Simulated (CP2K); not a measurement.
Two runs for the N K edge of 2-methylpyridine. Run A: CP2K XAS_TDP, all-electron GAPW, PBEh(45%), aug-cc-pVDZ, TDA, no relativity. Run B differs in one setting.

First lines with a strength over 0.0015. A:

| atom | energy (eV) | states | strength, one atom |
| --- | --- | --- | --- |
| N7 (bonded to 2 C) | 394.87 | 1 | 0.0505 |
|  | 399.63 | 1 | 0.0023 |
|  | 400.74 | 1 | 0.0029 |
|  | 401.29 | 1 | 0.0015 |
|  | 401.30 | 1 | 0.0017 |

B:

| atom | energy (eV) | states | strength, one atom |
| --- | --- | --- | --- |
| N7 (bonded to 2 C) | 394.89 | 1 | 0.0502 |
|  | 401.62 | 1 | 0.0043 |
|  | 401.87 | 1 | 0.0080 |
|  | 402.09 | 1 | 0.0088 |
|  | 402.65 | 1 | 0.0031 |

Question: Which was it: the basis, scalar relativity switched on, the functional, GW2X switched on?

The basis (basis from aug-cc-pVDZ to 6-31G*; the lines alone don't name the new value). A basis moves diffuse and continuum lines far more than the leading valence line. Against PBEh(45%) in aug-cc-pVDZ, the leading line moves by +0.02 eV, to 394.89 eV. The next line of N7 over the strength cut lies 6.73 eV higher, against 4.76.

[Hosts, paths, dates, database ids (printed as entryN), source tags and the programs' standing remarks are cut or masked in the printed files.]
